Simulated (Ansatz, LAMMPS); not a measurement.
# Amorphous 46SiO2-54Al2O3 (mol %) (114 atoms): geometry optimisation, part 2 of 4

Wanted: the relaxed structure of amorphous 46SiO2-54Al2O3 (mol %) (114 atoms) and its electronic structure.

Ansatz 0.2.0; Kohn-Sham DFT, PBE, PAW (set soft_2), plane waves.

The cell: 13 Si, 30 Al and 71 O. The quench rate of 50 K/ps far exceeds what a furnace or splat quench reaches. The network of bonds at the start is that of the classical potential that made the cell. Only the Γ point is sampled in the main run, in a cell whose shortest periodic width is 11 Å.

So far. Step 3 (Single point at the start): Neighbours are counted within 2.27 Å (O-Al), 2.12 Å (O-Si).

## 4. Cell and atoms relaxed

The cell is relaxed with the atoms, since the starting lattice needn't suit this functional.

The input, input.yaml:

```yaml
crystal:
  lattice:
    - [11.2458, 0.0, 0.0]
    - [0.0, 11.2458, 0.0]
    - [0.0, 0.0, 11.2458]
  atoms:
    [... the 114 atom lines of step 3 ...]
kpoints:
  mp_grid: { grid: [1, 1, 1] }
hamiltonian:
  xc: pbe
scf:
  occupations: { method: fermi_dirac, width: 0.025 }
output:
  forces: true
relax:
  f_tol: 0.04
  max_steps: 250
  cell: {}
```

Run with:

```console
ansatz run input.yaml --threads 4 --pin off --max-ram 8192MiB --backend cpu --events-out ev --progress --plain --runs-dir out
```

Numbers of over 12 decimals in the logs are rounded to 6 here.

Output:

```text
[...]
Crystal: 114 atoms, lattice volume = 1422.234 Å³
Basis set: ecut = 420 eV, 27825 PW (Γ), exchange–correlation on 160×160×160 points (8 copies of the dense FFT grid, shifted against one another)
Bands: 398, of which v1, the nominal top of the filled ones, is band 284 counted from 1 (283 counted from 0)
Symmetry: 1 space group operations
[...]
k-points: 1
[...]
SCF iter   1: F=—  HF=-64815.851251 eV  |F-HF|=—  |Δ(HF+E_count)|=         —  Δρ=2.36e-3  dr2=1.79e-1  ethr=1.77e-3  ⟨swp⟩=6.0  Hψ=1783  notcnv=0  defer=54
[...]
SCF iter   9: F=-64815.817909 eV  HF=-64815.817909 eV  |F-HF|=1.15e-8  |Δ(HF+E_count)|=   6.78e-8  Δρ=2.70e-6  dr2=9.02e-8  ethr=1.76e-11  ⟨swp⟩=3.0  Hψ=1293  notcnv=0
SCF 1 converged in 9 iterations: F = -64815.817909 eV  dr2 = 9.02e-8
[...]
relax step   1: F+E_penalty+E_count = -64815.81790944 eV  Δ(F+E_penalty+E_count) = +0.000e0 eV  max|allowed force component| = 1.641e0 eV/Å  Δτ_max = 0.0000 Å  P = +4.516 GPa  Ω = 1422.234 Å³  (9 SCF iters, dr2 threshold 1.00e-7 eV, accepted)
[... from here on, the SCF cycles and remarks between the steps are left out ...]
relax step   2: F+E_penalty+E_count = -64817.35781619 eV  Δ(F+E_penalty+E_count) = -1.540e0 eV  max|allowed force component| = 1.067e0 eV/Å  Δτ_max = 0.0676 Å  P = +2.449 GPa  Ω = 1432.876 Å³  energy of the carried Pulay correction = -3.900e-2 eV  (7 SCF iters, dr2 threshold 1.14e-5 eV, accepted)
relax step   3: F+E_penalty+E_count = -64818.50569766 eV  Δ(F+E_penalty+E_count) = -1.148e0 eV  max|allowed force component| = 4.351e-1 eV/Å  Δτ_max = 0.1034 Å  P = -0.494 GPa  Ω = 1442.763 Å³  energy of the carried Pulay correction = -7.496e-2 eV  (7 SCF iters, dr2 threshold 1.14e-5 eV, accepted)
relax step   4: F+E_penalty+E_count = -64818.90774502 eV  Δ(F+E_penalty+E_count) = -4.020e-1 eV  max|allowed force component| = 5.980e-1 eV/Å  Δτ_max = 0.2000 Å  P = +0.113 GPa  Ω = 1424.266 Å³  energy of the carried Pulay correction = -7.467e-3 eV  (7 SCF iters, dr2 threshold 1.14e-5 eV, accepted)
relax step   5: F+E_penalty+E_count = -64818.98148636 eV  Δ(F+E_penalty+E_count) = -7.374e-2 eV  max|allowed force component| = 1.783e-1 eV/Å  Δτ_max = 0.2000 Å  P = -0.056 GPa  Ω = 1425.551 Å³  energy of the carried Pulay correction = -1.218e-2 eV  (7 SCF iters, dr2 threshold 1.14e-5 eV, accepted)
relax step   6: F+E_penalty+E_count = -64818.98435548 eV  Δ(F+E_penalty+E_count) = -2.869e-3 eV  max|allowed force component| = 1.625e-1 eV/Å  Δτ_max = 0.2000 Å  P = +0.097 GPa  Ω = 1422.235 Å³  energy of the carried Pulay correction = -2.792e-6 eV  (8 SCF iters, dr2 threshold 1.99e-6 eV, rejected (line search))
relax step   7: F+E_penalty+E_count = -64819.00720529 eV  Δ(F+E_penalty+E_count) = -2.572e-2 eV  max|allowed force component| = 5.450e-2 eV/Å  Δτ_max = 0.1000 Å  P = -0.003 GPa  Ω = 1425.480 Å³  energy of the carried Pulay correction = -1.192e-2 eV  (12 SCF iters, accepted)
relax step   8: F+E_penalty+E_count = -64819.01155304 eV  Δ(F+E_penalty+E_count) = -4.348e-3 eV  max|allowed force component| = 4.913e-2 eV/Å  Δτ_max = 0.0601 Å  P = -0.008 GPa  Ω = 1425.666 Å³  energy of the carried Pulay correction = -1.261e-2 eV  (8 SCF iters, dr2 threshold 1.86e-7 eV, accepted)
relax step   9: F+E_penalty+E_count = -64819.01374070 eV  Δ(F+E_penalty+E_count) = -2.188e-3 eV  max|allowed force component| = 1.205e-2 eV/Å  Δτ_max = 0.0137 Å  P = +0.001 GPa  Ω = 1425.317 Å³  energy of the carried Pulay correction = -1.133e-2 eV  (7 SCF iters, dr2 threshold 1.51e-7 eV, accepted)
relax step  10: F+E_penalty+E_count = -64819.05476908 eV  Δ(F+E_penalty+E_count) = -4.103e-2 eV  max|allowed force component| = 1.210e-2 eV/Å  Δτ_max = 0.0000 Å  P = +0.048 GPa  Ω = 1425.317 Å³  stress off target by 2.47e-1 GPa  SCF on the basis re-selected at this cell (its energy is not comparable with the rows above)  (7 SCF iters)
relax step  11: F+E_penalty+E_count = -64819.05031560 eV  Δ(F+E_penalty+E_count) = +4.453e-3 eV  max|allowed force component| = 6.479e-2 eV/Å  Δτ_max = 0.1817 Å  P = -0.030 GPa  Ω = 1426.479 Å³  energy of the carried Pulay correction = -4.991e-3 eV  (9 SCF iters, dr2 threshold 1.53e-7 eV, accepted)
relax step  12: F+E_penalty+E_count = -64819.05275787 eV  Δ(F+E_penalty+E_count) = -2.442e-3 eV  max|allowed force component| = 8.479e-2 eV/Å  Δτ_max = 0.0617 Å  P = -0.028 GPa  Ω = 1426.279 Å³  energy of the carried Pulay correction = -4.260e-3 eV  (7 SCF iters, dr2 threshold 2.62e-7 eV, accepted)
relax step  13: F+E_penalty+E_count = -64819.05622444 eV  Δ(F+E_penalty+E_count) = -3.467e-3 eV  max|allowed force component| = 1.121e-2 eV/Å  Δτ_max = 0.0288 Å  P = -0.007 GPa  Ω = 1426.040 Å³  energy of the carried Pulay correction = -3.276e-3 eV  (7 SCF iters, dr2 threshold 4.49e-7 eV, accepted)
relax step  14: F+E_penalty+E_count = -64819.05706197 eV  Δ(F+E_penalty+E_count) = -8.375e-4 eV  max|allowed force component| = 1.112e-2 eV/Å  Δτ_max = 0.0000 Å  P = -0.006 GPa  Ω = 1426.040 Å³  stress off target by 3.79e-2 GPa  SCF on the basis re-selected at this cell (its energy is not comparable with the rows above)  (6 SCF iters)
[...]
SCF converged after 6 iterations
Free energy (F): -64819.057062 eV
[...]
Internal energy: -64819.057062 eV  (E = F + TS)
E sigma→0 (E₀):  -64819.057062 eV
Fermi energy:    5.570476 eV
[...]
--- Forces (eV/Å), atoms counted from 1 ---
  atom   1  Si     0.00901290     0.00276865     0.01112003
  atom   2  Si    -0.00785348    -0.00680072    -0.00506569
  atom   3  Si     0.00542207     0.00151769     0.00613029
  atom   4  Si    -0.00216419     0.00366285     0.00268582
  atom   5  Si    -0.00287813    -0.00059763    -0.00589331
  atom   6  Si    -0.00608931     0.00282019     0.00107113
  atom   7  Si     0.00388247     0.00290578    -0.00211461
  atom   8  Si    -0.00106903     0.00127779    -0.00471432
  atom   9  Si    -0.00115250    -0.00060048     0.00200056
  atom  10  Si     0.00108248    -0.00143339    -0.00406143
  atom  11  Si     0.00401476    -0.00469142    -0.00070914
  atom  12  Si    -0.00504973    -0.00314618     0.00372971
  atom  13  Si    -0.00312151    -0.00737130    -0.00732228
  atom  14  Al     0.00359679     0.00429110     0.00138405
[...]
atom 113  O     -0.00012850    -0.00119305     0.00464415
  atom 114  O      0.00429024     0.00028966     0.00140788
  max |Σ_I F_I| component: 8.81e-5 eV/Å
--- Stress (GPa, compression-positive) ---
       -0.003778      -0.005839       0.018474
       -0.005818       0.009403      -0.015219
        0.018471      -0.015212      -0.024732
  P = ⅓ Tr σ = -0.0064 GPa (-0.064 kbar)
--- Relaxed structure (12 steps of the walk, 11 accepted, 2 SCFs on fresh bases) ---
  F+E_penalty+E_count = -64819.05706197 eV   max|allowed force component| = 1.112e-2 eV/Å   (the final SCF, on the basis selected at the relaxed cell)
  cell:  # Å, volume = 1426.0403 Å³
    - [11.250301, -0.099461, 0.062302]
    - [-0.099461, 11.471739, -0.062444]
    - [0.062302, -0.062444, 11.050918]
  atoms:
    - { symbol: Si, position: [0.765266, 0.577549, 0.294950] }
    - { symbol: Si, position: [0.642759, 0.157909, 0.467919] }
    - { symbol: Si, position: [0.065814, 0.175666, 0.805706] }
    - { symbol: Si, position: [0.789760, 0.978099, 0.082985] }
[...]
- { symbol: O, position: [0.614445, 0.634899, 0.753909] }
```

Wall time 2.9 min (4 threads of Arm Neoverse V2, shared host); peak memory 1.9 GiB.

The steps of the relaxation:

| step | energy less that of the first step (eV) | largest force component (eV/Å) | pressure (GPa) | volume (Å³) |
| --- | --- | --- | --- | --- |
| 1 | 0.0000 | 1.6407 | 4.52 | 1422.23 |
| 2 | -1.5399 | 1.0670 | 2.45 | 1432.88 |
| 3 | -2.6878 | 0.4351 | -0.49 | 1442.76 |
| 4 | -3.0898 | 0.5980 | 0.11 | 1424.27 |
| 5 | -3.1636 | 0.1783 | -0.06 | 1425.55 |
| 6 | -3.1664 | 0.1625 | 0.10 | 1422.23 |
| 7 | -3.1893 | 0.0545 | 0.00 | 1425.48 |
| 8 | -3.1936 | 0.0491 | -0.01 | 1425.67 |
| 9 | -3.1958 | 0.0121 | 0.00 | 1425.32 |
| 10* | -3.2369 | 0.0121 | 0.05 | 1425.32 |
| 11 | -3.2324 | 0.0648 | -0.03 | 1426.48 |
| 12 | -3.2348 | 0.0848 | -0.03 | 1426.28 |
| 13 | -3.2383 | 0.0112 | -0.01 | 1426.04 |
| 14* | -3.2392 | 0.0111 | -0.01 | 1426.04 |

Relaxation steps marked * repeat the geometry before them on a plane-wave basis chosen anew for their cell, so energy and pressure can jump there. Relaxation step 6 was tried and not accepted.

| cell as run | before | after | change |
| --- | --- | --- | --- |
| a (Å) | 11.246 | 11.251 | +0.0 % |
| b (Å) | 11.246 | 11.472 | +2.0 % |
| c (Å) | 11.246 | 11.051 | -1.7 % |
| α (°) | 90.00 | 90.64 | +0.7 % |
| β (°) | 90.00 | 89.36 | -0.7 % |
| γ (°) | 90.00 | 91.00 | +1.1 % |
| volume (Å³/atom) | 12.48 | 12.51 | +0.3 % |

The atoms that moved most (Å, as changes of fractional coordinates times the final cell):

| atom | dx | dy | dz | length |
| --- | --- | --- | --- | --- |
| O76 | 0.040 | -0.140 | 0.301 | 0.334 |
| O64 | 0.077 | -0.037 | 0.256 | 0.270 |
| O72 | -0.230 | -0.017 | -0.127 | 0.264 |
| O57 | 0.198 | -0.002 | -0.155 | 0.252 |
| O82 | 0.161 | 0.082 | -0.147 | 0.233 |
| O74 | -0.168 | 0.107 | 0.094 | 0.220 |
| O51 | 0.022 | -0.034 | -0.199 | 0.204 |
| O105 | 0.196 | 0.029 | -0.010 | 0.199 |

The relaxation changed the energy by -28.4 meV/atom, and atoms moved by 0.12 Å r.m.s., 0.33 Å at most.

## 5. Distances and neighbours after relaxation

Bonds before and after, by the cutoffs listed below:

| pair | bonds before | bonds after | mean before (Å) | mean after (Å) | spread before (Å) | spread after (Å) |
| --- | --- | --- | --- | --- | --- | --- |
| O-Al | 128 | 130 | 1.816 | 1.830 | 0.137 | 0.108 |
| O-Si | 52 | 52 | 1.623 | 1.643 | 0.050 | 0.046 |

Density 2.69 g/cm³, 12.51 Å³ an atom.

g(r), total and by pair (bins of 0.2 Å):

| r (Å) | total | O-O | O-Al | O-Si | Al-Al | Al-Si | Si-Si |
| --- | --- | --- | --- | --- | --- | --- | --- |
| 1.50 | 0.21 | 0.00 | 0.00 | 1.49 | 0.00 | 0.00 | 0.00 |
| 1.70 | 3.03 | 0.00 | 4.75 | 10.34 | 0.00 | 0.00 | 0.00 |
| 1.90 | 1.67 | 0.00 | 5.10 | 0.00 | 0.00 | 0.00 | 0.00 |
| 2.10 | 0.18 | 0.00 | 0.56 | 0.00 | 0.00 | 0.00 | 0.00 |
| 2.30 | 0.02 | 0.00 | 0.05 | 0.00 | 0.00 | 0.00 | 0.00 |
| 2.50 | 0.40 | 0.99 | 0.00 | 0.00 | 0.19 | 0.00 | 0.00 |
| 2.70 | 1.42 | 3.24 | 0.11 | 0.00 | 1.72 | 0.20 | 0.00 |
| 2.90 | 1.29 | 2.66 | 0.28 | 0.14 | 1.36 | 0.85 | 0.76 |
| 3.10 | 1.17 | 1.21 | 0.59 | 0.31 | 3.39 | 3.17 | 3.49 |
| 3.30 | 1.03 | 0.92 | 0.75 | 0.73 | 2.20 | 2.56 | 1.27 |
| 3.50 | 0.83 | 0.50 | 1.07 | 1.16 | 1.46 | 0.36 | 0.00 |
| 3.70 | 0.74 | 0.53 | 1.03 | 1.08 | 0.47 | 0.21 | 0.00 |
| 3.90 | 0.97 | 0.62 | 1.44 | 1.21 | 0.50 | 0.95 | 0.00 |
| 4.10 | 1.20 | 0.56 | 1.81 | 2.08 | 0.45 | 0.69 | 1.19 |
| 4.30 | 1.10 | 0.67 | 1.62 | 1.63 | 0.20 | 0.71 | 1.41 |
| 4.50 | 0.99 | 0.74 | 1.17 | 1.25 | 0.94 | 0.87 | 1.66 |
| 4.70 | 1.05 | 1.22 | 0.85 | 1.14 | 0.68 | 1.46 | 0.60 |
| 4.90 | 0.99 | 1.42 | 0.64 | 0.36 | 1.00 | 1.21 | 2.25 |
| 5.10 | 1.10 | 1.47 | 0.69 | 0.90 | 0.88 | 1.56 | 1.54 |
| 5.30 | 1.05 | 1.38 | 0.78 | 0.59 | 1.44 | 1.08 | 0.71 |

Bonds by pair of elements; cutoffs follow the first minimum of g(r), held within bounds set by covalent radii, and pairs that aren't listed don't count as bonded:

| pair A-B | cutoff (Å) | bonds | mean length (Å) | spread (Å) | shortest (Å) | B about A | A about B |
| --- | --- | --- | --- | --- | --- | --- | --- |
| O-Al | 2.49 | 130 | 1.83 | 0.108 | 1.69 | 1.83 | 4.33 |
| O-Si | 2.12 | 52 | 1.64 | 0.046 | 1.58 | 0.732 | 4 |

How many atoms have how many bonded neighbours:

| element | mean | 2 | 3 | 4 | 5 | 6 |
| --- | --- | --- | --- | --- | --- | --- |
| Al | 4.33 | 0 | 0 | 21 | 8 | 1 |
| O | 2.56 | 34 | 34 | 3 | 0 | 0 |
| Si | 4 | 0 | 0 | 13 | 0 | 0 |

Bond angles (no mean is given where the spread exceeds 20°):

| angle | count | mean (°) | spread (°) |
| --- | --- | --- | --- |
| O-Al-O | 221 | 108 | 19.7 |
| Al-O-Al | 97 | 114 | 19 |
| O-Si-O | 78 | 109 | 5.4 |
| Al-O-Si | 49 | 134 | 19 |
| Si-O-Si | 8 | 147 | 15.3 |

Oxygen atoms by the number of network formers (Si, P, Ge, B, Al, As, Ga) bound to them:

| network formers bound to O | O atoms | per cent |
| --- | --- | --- |
| 0 | 0 | 0 |
| 1 | 0 | 0 |
| 2 | 34 | 47.9 |
| 3 | 34 | 47.9 |
| 4 | 3 | 4.2 |

Network units: each former by its oxygen neighbours and how many of them bridge to another former:

| former | O neighbours | bridging O | atoms |
| --- | --- | --- | --- |
| Si | 4 | 4 | 13 |
| Al | 4 | 4 | 21 |
| Al | 5 | 5 | 8 |
| Al | 6 | 6 | 1 |

Bond length by coordination (bonds to H left out):

| element | coordination | atoms | mean bond length (Å) |
| --- | --- | --- | --- |
| Al | 4 | 21 | 1.79 |
| Al | 5 | 8 | 1.90 |
| Al | 6 | 1 | 1.95 |
| O | 2 | 34 | 1.67 |
| O | 3 | 34 | 1.83 |
| O | 4 | 3 | 1.95 |

Rings of the network by King's shortest-path rule, up to 12 atoms, one path for each pair of neighbours; H, halogens, alkali and alkaline-earth atoms are left out, and the last column divides by all other atoms, bonded or not:

| ring size (atoms) | rings | per network atom |
| --- | --- | --- |
| 4 | 20 | 0.175 |
| 6 | 26 | 0.228 |
| 8 | 55 | 0.482 |
| 10 | 46 | 0.404 |
| 12 | 17 | 0.149 |

For some of the pairs, g(r) has its first main peak near 2.7 Å (O-O), 1.8 Å (O-Al), 1.6 Å (O-Si), 3.2 Å (Al-Si) and 3.1 Å (Si-Si). By these cutoffs 70 % of Al atoms have 4, 48 % of O atoms have 2 and as many 3 and all Si atoms have 4 bonded neighbours. 48 % of the oxygens bridge two formers (Si and Al) and 0 % are non-bridging; 48 % join three; 4 % join four. The commonest Al unit has 4 oxygens, 4 of them shared with other formers (21 of 30 atoms). Rings of 8 atoms are the most common (34 % of those counted); sizes run from 4 to 12, where the search stops.

[end of part 2 of 4]

[Logs are printed without paths, hosts, clocks, repeated set-up lines and the standing remarks that a program may print on its own settings, such as how far it seeks lower states.]

[Hosts, paths, dates, database ids (printed as entryN), source tags and the programs' standing remarks are cut or masked in the printed files.]
